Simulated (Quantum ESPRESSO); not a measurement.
# λ and ρ(T) of Rh (Fm-3m) from pw.x, ph.x and EPW, part 2 of 4

Wanted: λ, Tc and ρ(T) of Rh (Fm-3m) from Quantum ESPRESSO and EPW.

Quantum ESPRESSO 7.5; DFT LDA, scalar-relativistic, plane waves, PseudoDojo 0.4.1 norm-conserving pseudopotentials.

So far. Step 2 (Relaxation): The volume ends at 13.23 Å³ an atom, -3.2 % from the start. Step 3 (Ground state): The Fermi level lies at 23.44 eV and the pressure is -0.092 GPa.

## 4. Phonons on the coarse mesh

ph.x gives the dynamical matrices and the changes of the potential on a coarse q mesh, which EPW interpolates.

File ph.in:

```
phonons
&inputph
   prefix = 'x'
   outdir = './tmp'
   tr2_ph = 1.0d-14
   fildyn = 'x.dyn'
   fildvscf = 'dvscf'
   ldisp = .true.
   nq1 = 6
   nq2 = 6
   nq3 = 6
   alpha_mix(1) = 0.5
   amass(1) = 102.9055
/
```

Run with:

```bash
$ OMP_NUM_THREADS=1 mpirun -n 16 ph.x -nk 16 -in ph.in > ph.out
```

Output:

```text
[banner, memory and clock lines left out]
Program PHONON v.7.5

     ./tmp/x.save/

     IMPORTANT: XC functional enforced from input :
     Exchange-correlation= PW
                           (   1   4   0   0   0   0   0)
     Any further DFT definition will be discarded
     Please, verify this is what you really want

     G-vector sticks info

     Reading collected, re-writing distributed wavefunctions in ./tmp/

     Dynamical matrices for ( 6, 6, 6)  uniform grid of q-points
     (  16 q-points):
       N         xq(1)         xq(2)         xq(3)
       1   0.000000000   0.000000000   0.000000000
       2   0.117851130   0.117851130  -0.117851130
       3   0.235702260   0.235702260  -0.235702260
       4  -0.353553391  -0.353553391   0.353553391
       5   0.235702260   0.000000000  -0.000000000
       6   0.353553391   0.117851130  -0.117851130
       7  -0.235702260  -0.471404521   0.471404521
       8  -0.117851130  -0.353553391   0.353553391
       9   0.000000000  -0.235702260   0.235702260
      10   0.471404521   0.000000000  -0.000000000
      11  -0.117851130  -0.589255651   0.589255651
      12  -0.000000000  -0.471404521   0.471404521
      13  -0.707106781   0.000000000   0.000000000
      14  -0.235702260  -0.471404521   0.707106781
      15  -0.117851130  -0.353553391   0.589255651
      16  -0.707106781   0.235702260   0.000000000

     Number and degeneracy of irreps per q-point
       N         xq(1)         xq(2)         xq(3)   N irreps
       1   0.000000000   0.000000000   0.000000000       1
        3
       2   0.117851130   0.117851130  -0.117851130       2
        1   2
       3   0.235702260   0.235702260  -0.235702260       2
        1   2
       4  -0.353553391  -0.353553391   0.353553391       2
        1   2
       5   0.235702260   0.000000000  -0.000000000       2
        1   2
       6   0.353553391   0.117851130  -0.117851130       3
     No degeneracy
       7  -0.235702260  -0.471404521   0.471404521       3
     No degeneracy
       8  -0.117851130  -0.353553391   0.353553391       3
     No degeneracy
       9   0.000000000  -0.235702260   0.235702260       3
     No degeneracy
      10   0.471404521   0.000000000  -0.000000000       2
        1   2
      11  -0.117851130  -0.589255651   0.589255651       3
     No degeneracy
      12  -0.000000000  -0.471404521   0.471404521       3
     No degeneracy
      13  -0.707106781   0.000000000   0.000000000       2
        1   2
      14  -0.235702260  -0.471404521   0.707106781       3
     No degeneracy
      15  -0.117851130  -0.353553391   0.589255651       3
     No degeneracy
      16  -0.707106781   0.235702260   0.000000000       3
     No degeneracy

     Saving dvscf to file. Distribute only q points, not irreducible representations.

     Calculation of q =    0.0000000   0.0000000   0.0000000

     phonons

     bravais-lattice index     =            0
     lattice parameter (alat)  =       5.0170  a.u.
     unit-cell volume          =      89.2936 (a.u.)^3
     number of atoms/cell      =            1
     number of atomic types    =            1
     kinetic-energy cut-off    =      88.0000  Ry
     charge density cut-off    =     352.0000  Ry
     convergence threshold     =      1.0E-14
     beta                      =       0.5000
     number of iterations used =            4
     Exchange-correlation= PW
                           (   1   4   0   0   0   0   0)

     celldm(1)=    5.01701  celldm(2)=    0.00000  celldm(3)=    0.00000
     celldm(4)=    0.00000  celldm(5)=    0.00000  celldm(6)=    0.00000

     crystal axes: (cart. coord. in units of alat)
               a(1) = (  0.0000  0.7071  0.7071 )
               a(2) = (  0.7071  0.0000  0.7071 )
               a(3) = (  0.7071  0.7071  0.0000 )

     reciprocal axes: (cart. coord. in units 2 pi/alat)
               b(1) = ( -0.7071  0.7071  0.7071 )
               b(2) = (  0.7071 -0.7071  0.7071 )
               b(3) = (  0.7071  0.7071 -0.7071 )

     Atoms inside the unit cell:

     Cartesian axes

     site n.  atom      mass           positions (alat units)
        1  Rh    102.9055   tau(    1) = (    0.00000    0.00000    0.00000  )

     Computing dynamical matrix for
                    q = (   0.0000000   0.0000000   0.0000000 )

     49 Sym.Ops. (with q -> -q+G )

     G cutoff =  224.4260  (   9841 G-vectors)     FFT grid: ( 30, 30, 30)

     number of k points=    72  Marzari-Vanderbilt smearing, width (Ry)=  0.0200

     PseudoPot. # 1 for Rh read from file:
     ./pseudo/Rh.upf
     Pseudo is Norm-conserving + core correction, Zval = 17.0
     Using radial grid of 1530 points,  6 beta functions with:
                l(1) =   0
                l(2) =   0
                l(3) =   1
                l(4) =   1
                l(5) =   2
                l(6) =   2

     Mode symmetry, O_h (m-3m)  point group:

     Atomic displacements:
     There are    1 irreducible representations

     Representation     1      3 modes -  To be done

     Alpha used in Ewald sum =   2.8000

     Representation #   1 modes #   1   2   3

     Self-consistent Calculation

     Pert. #  1: Fermi energy shift (Ry) =     3.6405E-25    -3.2914E-37
     Pert. #  2: Fermi energy shift (Ry) =     1.7664E-25     1.5673E-38
     Pert. #  3: Fermi energy shift (Ry) =     2.2618E-25    -2.5077E-37

      thresh= 1.000E-02 alpha_mix =  0.500 |ddv_scf|^2 =  1.321E-05

     Pert. #  1: Fermi energy shift (Ry) =    -1.7448E-25     1.2245E-40
     Pert. #  2: Fermi energy shift (Ry) =     2.7573E-25    -7.3468E-40
     Pert. #  3: Fermi energy shift (Ry) =    -8.6165E-26     4.8979E-40

      thresh= 3.635E-04 alpha_mix =  0.500 |ddv_scf|^2 =  3.889E-07

     Pert. #  1: Fermi energy shift (Ry) =    -1.2494E-25     5.5101E-40
     Pert. #  2: Fermi energy shift (Ry) =     1.6802E-25     1.2245E-40
     Pert. #  3: Fermi energy shift (Ry) =     6.0315E-26     0.0000E+00

      thresh= 6.236E-05 alpha_mix =  0.500 |ddv_scf|^2 =  8.394E-09

     Pert. #  1: Fermi energy shift (Ry) =    -2.0572E-25    -9.1835E-41
     Pert. #  2: Fermi energy shift (Ry) =     1.4433E-25     3.0612E-41
     Pert. #  3: Fermi energy shift (Ry) =    -1.5294E-25     1.2245E-40

      thresh= 9.162E-06 alpha_mix =  0.500 |ddv_scf|^2 =  1.228E-10

     Pert. #  1: Fermi energy shift (Ry) =     4.2113E-25     1.3393E-41
     Pert. #  2: Fermi energy shift (Ry) =     8.1856E-26     5.5484E-41
     Pert. #  3: Fermi energy shift (Ry) =    -3.6620E-26    -1.9132E-42

      thresh= 1.108E-06 alpha_mix =  0.500 |ddv_scf|^2 =  9.038E-13

     Pert. #  1: Fermi energy shift (Ry) =     8.7242E-26    -1.4349E-42
[...]
Convergence has been achieved

     Representation #   3 mode #   3

     Self-consistent Calculation

[...]
End of self-consistent calculation

     Convergence has been achieved

     Number of q in the star =   24
     List of q in the star:
[...]
Diagonalizing the dynamical matrix

     q = (   -0.117851130  -0.353553391   0.589255651 )

 **************************************************************************
     freq (    1) =       5.717469 [THz] =     190.714237 [cm-1]
     freq (    2) =       5.926807 [THz] =     197.696999 [cm-1]
     freq (    3) =       6.831890 [THz] =     227.887312 [cm-1]
 **************************************************************************

     Mode symmetry, C_2  (2)    point group:

     freq (   1-   1) =        190.7  [cm-1]   --> B
     freq (   2-   2) =        197.7  [cm-1]   --> A
     freq (   3-   3) =        227.9  [cm-1]   --> B

     Calculation of q =   -0.7071068   0.2357023   0.0000000

     G-vector sticks info

     Title:
     phonons

     bravais-lattice index     =            0
     lattice parameter (alat)  =       5.0170  a.u.
     unit-cell volume          =      89.2936 (a.u.)^3
     number of atoms/cell      =            1
     number of atomic types    =            1
     number of electrons       =        17.00
     number of Kohn-Sham states=           13
     kinetic-energy cutoff     =      88.0000  Ry
     charge density cutoff     =     352.0000  Ry
     Exchange-correlation= PW
                           (   1   4   0   0   0   0   0)

     celldm(1)=   5.017012  celldm(2)=   0.000000  celldm(3)=   0.000000
     celldm(4)=   0.000000  celldm(5)=   0.000000  celldm(6)=   0.000000

     crystal axes: (cart. coord. in units of alat)
               a(1) = (   0.000000   0.707107   0.707107 )
               a(2) = (   0.707107   0.000000   0.707107 )
               a(3) = (   0.707107   0.707107   0.000000 )

     reciprocal axes: (cart. coord. in units 2 pi/alat)
               b(1) = ( -0.707107  0.707107  0.707107 )
               b(2) = (  0.707107 -0.707107  0.707107 )
               b(3) = (  0.707107  0.707107 -0.707107 )

     PseudoPot. # 1 for Rh read from file:
     ./pseudo/Rh.upf
     Pseudo is Norm-conserving + core correction, Zval = 17.0
     Using radial grid of 1530 points,  6 beta functions with:
                l(1) =   0
                l(2) =   0
                l(3) =   1
                l(4) =   1
                l(5) =   2
                l(6) =   2

     atomic species   valence    mass     pseudopotential
     Rh               17.00   102.90550     Rh( 1.00)

     48 Sym. Ops., with inversion, found

   Cartesian axes

     site n.     atom                  positions (alat units)
         1        Rh     tau(   1) = (   0.0000000   0.0000000   0.0000000  )

     number of k points=  1020  Marzari-Vanderbilt smearing, width (Ry)=  0.0200

     Number of k-points >= 100: set verbosity='high' to print them.

     Dense  grid:     9841 G-vectors     FFT dimensions: (  30,  30,  30)

     The potential is recalculated from file :
     ./tmp/_ph0/x.q_16/x.save/charge-density

     Starting wfcs are   10 atomic +    3 random wfcs

     Band Structure Calculation
     Davidson diagonalization with overlap

     ethr =  5.88E-11,  avg # of iterations = 14.1

     End of band structure calculation

     Number of k-points >= 100: set verbosity='high' to print the bands.

     the Fermi energy is    23.4424 ev

     Writing config to output data dir ./tmp/_ph0/x.q_16/x.save/ :
     XML data file

     phonons

     bravais-lattice index     =            0
     lattice parameter (alat)  =       5.0170  a.u.
     unit-cell volume          =      89.2936 (a.u.)^3
     number of atoms/cell      =            1
     number of atomic types    =            1
     kinetic-energy cut-off    =      88.0000  Ry
     charge density cut-off    =     352.0000  Ry
     convergence threshold     =      1.0E-14
     beta                      =       0.5000
     number of iterations used =            4
     Exchange-correlation= PW
                           (   1   4   0   0   0   0   0)

     celldm(1)=    5.01701  celldm(2)=    0.00000  celldm(3)=    0.00000
     celldm(4)=    0.00000  celldm(5)=    0.00000  celldm(6)=    0.00000

     crystal axes: (cart. coord. in units of alat)
               a(1) = (  0.0000  0.7071  0.7071 )
               a(2) = (  0.7071  0.0000  0.7071 )
               a(3) = (  0.7071  0.7071  0.0000 )

     reciprocal axes: (cart. coord. in units 2 pi/alat)
               b(1) = ( -0.7071  0.7071  0.7071 )
               b(2) = (  0.7071 -0.7071  0.7071 )
               b(3) = (  0.7071  0.7071 -0.7071 )

     Atoms inside the unit cell:

     Cartesian axes

     site n.  atom      mass           positions (alat units)
        1  Rh    102.9055   tau(    1) = (    0.00000    0.00000    0.00000  )

     Computing dynamical matrix for
                    q = (  -0.7071068   0.2357023   0.0000000 )

      4 Sym.Ops. (no q -> -q+G )

     G cutoff =  224.4260  (   9841 G-vectors)     FFT grid: ( 30, 30, 30)

     number of k points=  1020  Marzari-Vanderbilt smearing, width (Ry)=  0.0200

     PseudoPot. # 1 for Rh read from file:
     ./pseudo/Rh.upf
     Pseudo is Norm-conserving + core correction, Zval = 17.0
     Using radial grid of 1530 points,  6 beta functions with:
                l(1) =   0
                l(2) =   0
                l(3) =   1
                l(4) =   1
                l(5) =   2
                l(6) =   2

     Mode symmetry, C_2v (mm2)  point group:

     Atomic displacements:
     There are    3 irreducible representations

     Representation     1      1 modes -  To be done

     Representation     2      1 modes -  To be done

     Representation     3      1 modes -  To be done

     Alpha used in Ewald sum =   2.8000

     Representation #   1 mode #   1

     Self-consistent Calculation

[...]
End of self-consistent calculation

     Convergence has been achieved

     Representation #   2 mode #   2

     Self-consistent Calculation

[...]
End of self-consistent calculation

     Convergence has been achieved

     Representation #   3 mode #   3

     Self-consistent Calculation

      thresh= 1.000E-02 alpha_mix =  0.500 |ddv_scf|^2 =  5.270E-04

      thresh= 2.296E-03 alpha_mix =  0.500 |ddv_scf|^2 =  8.484E-06

      thresh= 2.913E-04 alpha_mix =  0.500 |ddv_scf|^2 =  2.126E-07

      thresh= 4.611E-05 alpha_mix =  0.500 |ddv_scf|^2 =  1.458E-08

      thresh= 1.208E-05 alpha_mix =  0.500 |ddv_scf|^2 =  7.462E-11

      thresh= 8.638E-07 alpha_mix =  0.500 |ddv_scf|^2 =  1.130E-12

      thresh= 1.063E-07 alpha_mix =  0.500 |ddv_scf|^2 =  1.351E-13

      thresh= 3.676E-08 alpha_mix =  0.500 |ddv_scf|^2 =  6.111E-16

     End of self-consistent calculation

     Convergence has been achieved

     Number of q in the star =   12
     List of q in the star:
[...]
5  -0.000000000  -0.235702260  -0.707106781
          6   0.235702260  -0.000000000  -0.707106781
          7  -0.235702260  -0.000000000   0.707106781
          8   0.000000000  -0.707106781  -0.235702260
          9  -0.000000000  -0.707106781   0.235702260
         10   0.235702260   0.707106781  -0.000000000
         11  -0.235702260   0.707106781   0.000000000
         12   0.000000000   0.235702260   0.707106781

     Diagonalizing the dynamical matrix

     q = (   -0.707106781   0.235702260   0.000000000 )

 **************************************************************************
     freq (    1) =       5.851840 [THz] =     195.196362 [cm-1]
     freq (    2) =       6.405763 [THz] =     213.673243 [cm-1]
     freq (    3) =       6.885136 [THz] =     229.663406 [cm-1]
 **************************************************************************

     Mode symmetry, C_2v (mm2)  point group:

     freq (   1-   1) =        195.2  [cm-1]   --> A_1  D_1  S_1
     freq (   2-   2) =        213.7  [cm-1]   --> B_2  D_4  S_4
     freq (   3-   3) =        229.7  [cm-1]   --> B_1  D_3  S_3
```

Wall time 21 min (16 MPI ranks of Arm Neoverse V1, shared host); 5.5 h of CPU time.

This step gave:

* lowest frequency off the zone centre: 83.80 cm⁻¹
* largest magnitude of the acoustic modes at the zone centre, before the sum rule: 2.561 cm⁻¹

Frequencies at the irreducible wavevectors:

```
    q1      q2       q3  star  mode 1 (cm⁻¹)  mode 2 (cm⁻¹)  mode 3 (cm⁻¹)
     0       0        0     1           -2.6           -2.6           -2.6
     0       0   0.1667     8           83.8           83.8          162.1
     0       0   0.3333     8          127.6          127.6          245.1
     0       0      0.5     4          151.5          151.5          260.4
     0  0.1667   0.1667     6          110.1          110.1          170.6
     0  0.1667   0.3333    24          147.4          167.9          227.7
     0  0.1667      0.5    24          167.3          176.9          248.8
     0  0.1667  -0.3333    24          145.4          179.3          243.5
     0  0.1667  -0.1667    12          127.7          155.7          209.3
     0  0.3333   0.3333     6          172.1          172.1          243.5
     0  0.3333      0.5    24          179.8          203.9            241
     0  0.3333  -0.3333    12          155.5          208.6            211
     0     0.5      0.5     3            202            202          254.5
0.1667  0.3333      0.5    24          187.1            192          236.1
0.1667  0.3333  -0.3333    24          190.7          197.7          227.9
0.1667     0.5  -0.3333    12          195.2          213.7          229.7
```

The lowest mode off the zone centre lies at 83.8 cm⁻¹ and the highest of all solved modes at 260 cm⁻¹, so the solved wavevectors are stable. The acoustic modes at the centre lie within 2.6 cm⁻¹ of zero before the sum rule is imposed.

## 5. Bands for the check

Bands on a path serve later as the test of the Wannier interpolation; inside the frozen window, points that lie on the coarse mesh match by construction, and those between them test it.

File bands.in:

```
&control
   calculation = 'bands'
   prefix = 'x'
   outdir = './tmp'
   pseudo_dir = './pseudo'
   verbosity = 'high'
/
&system
   ibrav = 0
   nat = 1
   ntyp = 1
   ecutwfc = 88.0
   occupations = 'smearing'
   smearing = 'mv'
   degauss = 0.02
   nbnd = 31
/
&electrons
   conv_thr = 1.0d-10
/
ATOMIC_SPECIES
 Rh    102.9055  Rh.upf
CELL_PARAMETERS angstrom
     0.000000000    1.877289600    1.877289600
     1.877289600    0.000000000    1.877289600
     1.877289600    1.877289600    0.000000000
ATOMIC_POSITIONS crystal
 Rh     0.000000000   0.000000000   0.000000000
K_POINTS crystal
46
 0.37500000 0.37500000 0.75000000 0.02173913
 0.35000000 0.35000000 0.70000000 0.02173913
 0.32500000 0.32500000 0.65000000 0.02173913
 0.30000000 0.30000000 0.60000000 0.02173913
[the list of k-points goes on]
```

Run with:

```bash
$ OMP_NUM_THREADS=1 mpirun -n 16 pw.x -nk 16 -in bands.in > bands.out
```

Output:

```text
[banner, memory and clock lines left out]
[...]
number of Kohn-Sham states=           31
```

Elapsed: 2.1 s, on 16 MPI ranks; 31 s of CPU time.

## 6. States on the coarse mesh

Wannier functions need the states on a full uniform k mesh, and the couplings need it to be a multiple of the q mesh.

File nscf.in:

```
&control
   calculation = 'nscf'
   prefix = 'x'
   outdir = './tmp'
   pseudo_dir = './pseudo'
   verbosity = 'high'
/
&system
   ibrav = 0
   nat = 1
   ntyp = 1
   ecutwfc = 88.0
   occupations = 'smearing'
   smearing = 'mv'
   degauss = 0.02
   nbnd = 31
/
&electrons
   conv_thr = 1.0d-11
/
ATOMIC_SPECIES
 Rh    102.9055  Rh.upf
CELL_PARAMETERS angstrom
     0.000000000    1.877289600    1.877289600
     1.877289600    0.000000000    1.877289600
     1.877289600    1.877289600    0.000000000
ATOMIC_POSITIONS crystal
 Rh     0.000000000   0.000000000   0.000000000
K_POINTS crystal
1728
 0.00000000 0.00000000 0.00000000 0.00057870
 0.00000000 0.00000000 0.08333333 0.00057870
 0.00000000 0.00000000 0.16666667 0.00057870
 0.00000000 0.00000000 0.25000000 0.00057870
[the list of k-points goes on]
```

Run with:

```bash
$ OMP_NUM_THREADS=1 mpirun -n 16 pw.x -nk 16 -in nscf.in > nscf.out
```

Output:

```text
[banner, memory and clock lines left out]
[...]
number of Kohn-Sham states=           31
     the Fermi energy is    23.4424 ev
```

Elapsed: 55 s, on 16 MPI ranks; 15 min of CPU time.

(Part 2 of 4 ends here.)

[The logs of pw.x and epw.x are selected lines.]

[Logs are printed without paths, hosts, clocks, repeated set-up lines and the standing remarks that a program may print on its own settings, such as how far it seeks lower states.]

[Hosts, paths, dates, database ids (printed as entryN), source tags and the programs' standing remarks are cut or masked in the printed files.]
